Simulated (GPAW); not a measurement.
# Calculated records

Some values are withheld and marked by numbers in brackets.

**A GW chain in GPAW: PtS2 (P-3m1)**

It takes space group P-3m1 (No. 164, trigonal). Conventional cell: a = 3.549 Å, b = 3.549 Å, c = 5.597 Å, α = 90.00°, β = 90.00°, γ = 120.00°. Pt has 6 S at 2.39 Å nearest. S has 3 Pt at 2.39 Å nearest. Farther neighbours and most contacts between anions are not listed.

| Quantity | Value |
| --- | --- |
| method | DFT, PBE, plane waves, PAW (and 1 further level or step) |
| program | GPAW 26.7.0 |
| settings of one run | cutoff 450 eV, GPAW PAW setups 1.2.1 data release, 3×3×2 k-mesh, nbands 402 |
| cost | 3 runs, 41 s in all on 4 MPI ranks of Arm Neoverse V1, shared host (the runs of this entry) |
| notes | The cell and positions are those that the Materials Project relaxed with its own functionals (PBE, PBE+U or r2SCAN), kept fixed. Limits: no spin polarisation; no spin-orbit coupling. Only 3 of the mesh’s irreducible points were corrected, so a valley elsewhere could overtake. Bands and cutoff are finite, so the gap is not at the basis limit. The miss can reach some tenths of an eV and take either sign; the mesh is an error of its own. The 3×3×2 mesh is coarse for this cell, which bears on the long-range parts of exchange and screening. The runs have no spin polarisation. For a closed low-spin shell that is the natural state; where a d or f shell is open it is a constraint, and the gap is then not the crystal’s own. |
| PBE gap | [1] |
| G0W0 gap on the mesh | 2.52 eV |
| G0W0 gap over the zone (rigid shift) | 2.30 eV |
| GW settings | 3×3×2 mesh, 182 bands, screening to 120 eV, Godby-Needs plasmon pole |
| known limits | not at the basis limit; no spin polarisation; d states lean on the start; no spin-orbit coupling; coarse k mesh |

**Question.** What are the withheld values?

[1] PBE gap (PtS2): 1.30 eV, indirect. A denser mesh or path gives a starting gap of 1.30 eV: the GW mesh misses a band edge, so its gaps are not the fundamental one.

[Runs of the session that timed out or met a known fault of the program may be left out.]

[Hosts, paths, dates, database ids (printed as entryN), source tags and the programs' standing remarks are cut or masked in the printed files.]
